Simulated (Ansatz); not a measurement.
# ScCd2P2: relaxing a made-up structure, part 2 of 2

This structure for ScCd2P2 is made up. Its elements were placed in a known structure type with a cell scaled to their sizes. What cell does the guess relax to, and how far off was it?

Ansatz 0.2.0; DFT, PBEsol, plane-wave PAW, files of the set soft_1, scalar-relativistic, no spin, cell and ions relaxed at zero pressure; PAW set soft_1 (the session's first sound run).

So far: Set-up; Relaxing cell and atoms. The relaxed cell has a = 3.724, c = 14.597 Å (conventional setting).

### 3. Electronic structure of the relaxed cell

A second self-consistent run takes a narrower smearing and the mesh shown in its input; the bands follow along the standard path of the relaxed lattice.

This step: DFT, PBEsol, plane-wave PAW, files of the set soft_1, scalar-relativistic, no spin, bands and density of states at the relaxed cell; PAW set soft_1 (Ansatz 0.2.0).

The input, input.yaml:

```yaml
crystal:
  lattice:
    - [-1.8619155911, 1.8619155911, 7.2985951804]
    - [1.8619155911, -1.8619155911, 7.2985951804]
    - [1.8619155911, 1.8619155911, -7.2985951804]
  atoms:
    - { symbol: Cd, position: [0.25, 0.75, 0.5] }
    - { symbol: Cd, position: [0.75, 0.25, 0.5] }
    - { symbol: Sc, position: [0.0, 0.0, 0.0] }
    - { symbol: P, position: [0.5753790376, 0.5753790376, 0.0] }
    - { symbol: P, position: [0.4246209624, 0.4246209624, 0.0] }
kpoints:
  mp_grid: { grid: [12, 12, 12] }
  band_path:
    path:
      - [[0.0, 0.0, 0.0], [0.0, 0.0, 0.5], [-0.03253954, 0.03253954, 0.5], [-0.26626977, 0.26626977, 0.26626977], [0.0, 0.0, 0.0], [0.5, 0.5, -0.5], [0.26626977, 0.73373023, -0.26626977], [0.0, 0.5, 0.0], [0.25, 0.25, 0.25], [0.5, 0.5, -0.03253954], [0.5, 0.5, -0.5]]
      - [[0.0, 0.0, 0.5], [0.25, 0.25, 0.25]]
    npoints: 7
scf:
  occupations: { method: fermi_dirac, width: 0.03 }
  n_extra_bands: 9
hamiltonian:
  xc: pbesol
  pseudopotentials: { kind: paw, azcp: { folder: soft_1 }, xc_functional: pbe }
output:
  forces: true
  stress: true
  write_bands: true
  dos: { projected: true }
  write_density: true
  write_potential: true
  elf: true
  volumetric_format: npy
```

On the command line:

```bash
ansatz run input.yaml --threads 4 --pin off --max-ram 8192MiB --backend cpu --events-out ev --progress --plain --runs-dir out
```

Numbers of over 12 decimals in the logs are rounded to 6 here.

Output:

```text
[...]
Crystal: 5 atoms, lattice volume = 101.209 Å³
Basis set: ecut = 420 eV, 1965 PW (Γ), FFT grids on a1−a2, a2, a1+a3, exchange–correlation on 72×108×50 points (8 copies of the dense FFT grid, shifted against one another)
Bands: 40, of which v1, the nominal top of the filled ones, is band 31 counted from 1 (30 counted from 0)
Symmetry: 16 space group operations
[...]
k-points: 163 of 1728
[...]
SCF iter   1: F=—  HF=-19961.827302 eV  |F-HF|=—  |Δ(HF+E_count)|=         —  Δρ=3.44e-2  dr2=5.35e0  ethr=3.10e-3  ⟨swp⟩=7.0  Hψ=27291  notcnv=0
[...]
SCF iter   9: F=-19960.992948 eV  HF=-19960.992948 eV  |F-HF|=2.85e-9  |Δ(HF+E_count)|=   1.64e-8  Δρ=2.78e-6  dr2=1.51e-8  ethr=1.64e-10  ⟨swp⟩=17.0  Hψ=44727  notcnv=0
SCF 1 converged in 9 iterations: F = -19960.992948 eV  dr2 = 1.51e-8
[...]
NSCF: frozen V_eff on 79 k-points
SCF converged after 9 iterations
Free energy (F): -19960.992948 eV
[...]
Internal energy: -19960.988119 eV  (E = F + TS)
E sigma→0 (E₀):  -19960.990534 eV
Entropy (-TS):   -0.004829 eV (-0.966 meV/atom)
Fermi energy:    11.283731 eV
[...]
--- Forces (eV/Å), atoms counted from 1 ---
  atom   1  Cd     0.00000000     0.00000000     0.00000000
  atom   2  Cd    -0.00000000     0.00000000     0.00000000
  atom   3  Sc     0.00000000     0.00000000    -0.00000000
  atom   4  P      0.00000000     0.00000000     0.02271269
  atom   5  P     -0.00000000    -0.00000000    -0.02271269
  max |Σ_I F_I| component: 1.04e-17 eV/Å
--- Stress (GPa, compression-positive) ---
       -0.010085       0.000000      -0.000000
        0.000000      -0.010085      -0.000000
        0.000000       0.000000      -0.075107
  P = ⅓ Tr σ = -0.0318 GPa (-0.318 kbar)
--- Band table (eV; the first three rows and the last of 163) ---
  k-point 0: bands = [... 27 lower, 9.6568, 10.6066, 10.6337, 10.6337, 11.3509, 12.6365, 13.0458, 13.9565, ... 5 higher]
  k-point 1: bands = [... 27 lower, 9.6976, 10.3578, 10.4342, 11.2549, 11.6849, 12.7482, 13.1251, 13.4318, ... 5 higher]
  k-point 2: bands = [... 27 lower, 9.7481, 9.7837, 10.1080, 11.8661, 12.2336, 12.6074, 13.1390, 13.2432, ... 5 higher]
  k-point 162: bands = [... 27 lower, 9.3686, 10.6265, 10.9207, 10.9207, 12.6358, 13.0797, 13.8636, 14.3400, ... 5 higher]
```

Elapsed: 17 s, on 4 threads of Arm Neoverse V1, shared host; peak memory 0.74 GiB.

Numbers from this step:

| Property | Result |
| --- | --- |
| free energy | -19960.9929 eV |
| energy at zero smearing | -19960.9905 eV |
| smearing term TS | 0.004829 eV |
| Fermi energy | 11.28 eV |
| pressure | -0.03176 GPa |

bands.tsv at the labelled points (eV, zero at the Fermi level; the bands that come nearest the Fermi level along the path):

```tsv
point	band 28	band 29	band 30	band 31	band 32	band 33	band 34	band 35
Γ	-1.63	-0.68	-0.65	-0.65	0.07	1.35	1.76	2.67
X	-3.04	-2.92	-1.59	-0.50	-0.03	0.66	1.66	2.59
Y	-3.07	-2.90	-1.69	-0.49	-0.02	0.89	1.67	2.59
S	-2.79	-2.03	-1.62	1.12	1.14	1.42	1.53	2.26
Γ	-1.63	-0.68	-0.65	-0.65	0.07	1.35	1.76	2.67
Z	-1.92	-0.66	-0.36	-0.36	1.35	1.80	2.58	3.06
S1	-2.79	-2.03	-1.62	1.12	1.14	1.42	1.53	2.26
N	-3.07	-2.79	-0.51	0.47	1.19	1.44	1.54	2.31
P	-2.98	-2.98	-1.70	-0.25	0.29	0.29	1.33	2.59
Y1	-3.07	-2.90	-1.69	-0.49	-0.02	0.89	1.67	2.59
Z	-1.92	-0.66	-0.36	-0.36	1.35	1.80	2.58	3.06
X	-3.04	-2.92	-1.59	-0.50	-0.03	0.66	1.66	2.59
P	-2.98	-2.98	-1.70	-0.25	0.29	0.29	1.33	2.59
```

States per cell as run, both spins, in windows of 1 eV, from dos.tsv (zero at the Fermi level):

```
from  to  total
  -8  -7   0.92
  -7  -6   0.56
  -6  -5   1.25
  -5  -4   1.89
  -4  -3   2.39
  -3  -2   2.79
  -2  -1   1.85
  -1   0   2.12
   0   1   2.32
   1   2   4.08
   2   3   4.85
```

A further 47.2 states lie below the table's range.

Electrostatic potential energy in the ab plane of the cell as run, not the conventional one, at fractional z = 0.000, with atoms of Sc and P within 0.2 Å of it. With pseudopotentials it is smooth inside the atoms' cores, unlike the true potential.

Ten even steps from '_' (-39 eV) to '@' (14 eV), each cell a mean:
```
____::**%%@@@@@@@@@@@@%%%%@@@@@@@@@@@@%%++__
..____==##@@@@@@@@@@@@@@%%@@@@@@@@@@@@@@%%++
++--::==##%%@@@@@@@@@@@@@@@@@@@@@@@@@@@@@@%%
%%##++++##%%@@@@@@@@@@@@@@@@@@@@@@@@@@@@@@@@
@@@@%%##%%%%@@@@%%%%%%@@@@@@@@@@@@@@@@@@@@@@
@@@@@@@@%%@@@@@@%%****##%%@@@@@@@@@@@@@@@@@@
@@@@@@@@@@@@@@@@%%++::::++%%@@@@@@@@@@@@@@@@
@@@@@@@@@@%%%%@@%%**..____==%%@@@@@@@@@@@@@@
@@@@@@@@@@##**##%%##--______==%%@@@@@@@@@@@@
@@@@@@@@@@##==--==####::______++%%@@@@@@%%%%
%%@@@@@@@@%%==____::****::____::##@@@@@@@@%%
%%%%@@@@@@@@**..____::**##--..::**%%@@@@@@@@
@@%%@@@@@@@@%%==______::####**++**%%@@@@@@@@
@@@@@@@@@@@@@@%%--______==%%%%%%%%%%@@@@@@@@
@@@@@@@@@@@@@@@@%%==..__--##@@@@@@@@@@@@@@@@
@@@@@@@@@@@@@@@@@@%%**====##%%@@@@@@@@@@@@@@
@@@@@@@@@@@@@@@@@@@@@@%%####%%@@@@%%%%%%@@@@
@@@@@@@@@@@@@@@@@@@@@@@@@@@@@@@@%%%%######%%
%%@@@@@@@@@@@@@@@@@@@@@@@@@@@@@@@@##++====**
++%%@@@@@@@@@@@@@@@@@@@@@@@@@@@@@@%%++::__::
..++%%@@@@@@@@@@@@%%%%@@@@@@@@@@@@@@##--____
__..++%%@@@@@@@@@@@@%%%%@@@@@@@@@@@@%%++..__
```
Columns run along a (7.8 Å; values clipped at the 3rd and 97th percentile), rows up along b (7.8 Å). Atoms in or near the plane, at fractional coordinates: Sc at (0.00, 0.00), P at (0.58, 0.58), P at (0.42, 0.42).

Valence density in the ab plane of the cell as run, not the conventional one, at fractional z = 0.000, with atoms of Sc and P within 0.2 Å of it. It is the smooth field of the valence electrons, not physical close to the nuclei.

Values in e/Å³, 12 rows by 16 columns, each cell a mean:
```
6.5 5.1 1.0 0.1 0.1 0.1 0.1 0.2 0.3 0.3 0.2 0.1 0.0 0.0 0.2 2.5
0.9 2.1 1.3 0.3 0.2 0.2 0.1 0.1 0.2 0.2 0.2 0.1 0.1 0.0 0.0 0.1
0.1 0.2 0.3 0.2 0.2 0.3 0.4 0.4 0.2 0.1 0.1 0.1 0.1 0.1 0.1 0.0
0.1 0.1 0.2 0.2 0.2 0.3 0.5 0.7 0.6 0.4 0.2 0.1 0.1 0.1 0.1 0.1
0.1 0.1 0.2 0.4 0.5 0.5 0.5 0.6 0.4 0.4 0.5 0.2 0.1 0.2 0.2 0.2
0.3 0.2 0.1 0.3 0.6 0.6 0.6 0.7 0.7 0.3 0.4 0.5 0.2 0.1 0.2 0.3
0.3 0.3 0.2 0.2 0.4 0.6 0.2 0.4 0.7 0.6 0.6 0.7 0.4 0.2 0.1 0.2
0.1 0.2 0.2 0.1 0.1 0.3 0.5 0.4 0.6 0.6 0.4 0.4 0.4 0.2 0.1 0.1
0.1 0.1 0.1 0.1 0.1 0.1 0.2 0.5 0.6 0.6 0.4 0.2 0.2 0.2 0.1 0.1
0.0 0.0 0.1 0.1 0.1 0.2 0.1 0.2 0.2 0.3 0.3 0.2 0.2 0.4 0.4 0.1
0.6 0.1 0.0 0.1 0.1 0.2 0.2 0.2 0.1 0.1 0.1 0.1 0.2 0.9 3.0 2.6
5.8 1.3 0.1 0.0 0.1 0.1 0.2 0.3 0.3 0.2 0.1 0.1 0.1 0.3 2.7 7.2
```
Columns run along a (7.8 Å), rows up along b (7.8 Å). Atoms in or near the plane, at fractional coordinates: Sc at (0.00, 0.00), P at (0.58, 0.58), P at (0.42, 0.42).

ELF in the ab plane of the cell as run, not the conventional one, at fractional z = 0.000, with atoms of Sc and P within 0.2 Å of it. It is the smooth field of the valence electrons, not physical close to the nuclei.

Values, 12 rows by 16 columns, each cell a mean:
```
0.38 0.56 0.44 0.11 0.21 0.20 0.19 0.23 0.24 0.25 0.25 0.19 0.11 0.04 0.13 0.48
0.34 0.57 0.53 0.21 0.33 0.59 0.47 0.27 0.21 0.24 0.28 0.28 0.23 0.12 0.05 0.06
0.09 0.17 0.22 0.15 0.27 0.69 0.83 0.75 0.49 0.24 0.22 0.28 0.31 0.26 0.16 0.08
0.15 0.32 0.52 0.51 0.43 0.55 0.75 0.71 0.67 0.66 0.34 0.20 0.26 0.29 0.26 0.19
0.21 0.21 0.56 0.82 0.79 0.66 0.66 0.59 0.13 0.26 0.66 0.45 0.20 0.24 0.27 0.25
0.24 0.21 0.26 0.67 0.82 0.53 0.50 0.71 0.56 0.15 0.27 0.76 0.51 0.21 0.23 0.24
0.24 0.25 0.22 0.27 0.66 0.57 0.06 0.24 0.67 0.67 0.57 0.77 0.82 0.47 0.20 0.23
0.23 0.27 0.27 0.22 0.24 0.57 0.57 0.22 0.41 0.69 0.61 0.68 0.79 0.72 0.35 0.17
0.14 0.22 0.29 0.30 0.24 0.21 0.44 0.71 0.76 0.81 0.68 0.39 0.34 0.40 0.35 0.18
0.06 0.09 0.19 0.28 0.30 0.26 0.21 0.27 0.54 0.76 0.78 0.45 0.14 0.24 0.27 0.12
0.25 0.04 0.06 0.15 0.25 0.28 0.26 0.23 0.21 0.28 0.45 0.42 0.17 0.44 0.64 0.55
0.40 0.39 0.06 0.07 0.14 0.21 0.25 0.24 0.24 0.22 0.18 0.17 0.11 0.17 0.58 0.34
```
Columns run along a (7.8 Å), rows up along b (7.8 Å). Atoms in or near the plane, at fractional coordinates: Sc at (0.00, 0.00), P at (0.58, 0.58), P at (0.42, 0.42).

### 4. What came out

```
space group, relaxed : I4/mmm
conventional cell    : a = 3.724, b = 3.724, c = 14.597 Å; α = 90.0°, β = 90.0°, γ = 90.0°
volume per atom      : 20.24 Å³ (guess 17.18)
```

What this shows: ScCd2P2 relaxes to I4/mmm with a = 3.724, b = 3.724 and c = 14.597 Å. The guessed volume was 15 % too small. The space group I4/mmm was held in the relaxation, so the end point is a stationary structure within it and may be a saddle against distortions or other arrangements. Bands cross the Fermi level, so it is a metal or semimetal at this level. The electron count is odd, which forces that without spin polarisation or a larger cell. On the 12×12×12 mesh with the narrower smearing (relaxed on 9×9×9) the largest force component is 0.023 eV/Å and the largest stress component is 0.075 GPa, against the relaxation's thresholds of 0.015 eV/Å and 0.05 GPa. The cutoff wasn't tested. A vector of the cell changed its length by 33 %, so the starting arrangement is largely lost and the mesh was laid for another shape. No dispersion term is used, so weakly bound directions may come out too long. Nothing here tests whether the compound is stable against decomposition.

[Logs are printed without paths, hosts, clocks, repeated set-up lines and the standing remarks that a program may print on its own settings, such as how far it seeks lower states.]

[Hosts, paths, dates, database ids (printed as entryN), source tags and the programs' standing remarks are cut or masked in the printed files.]
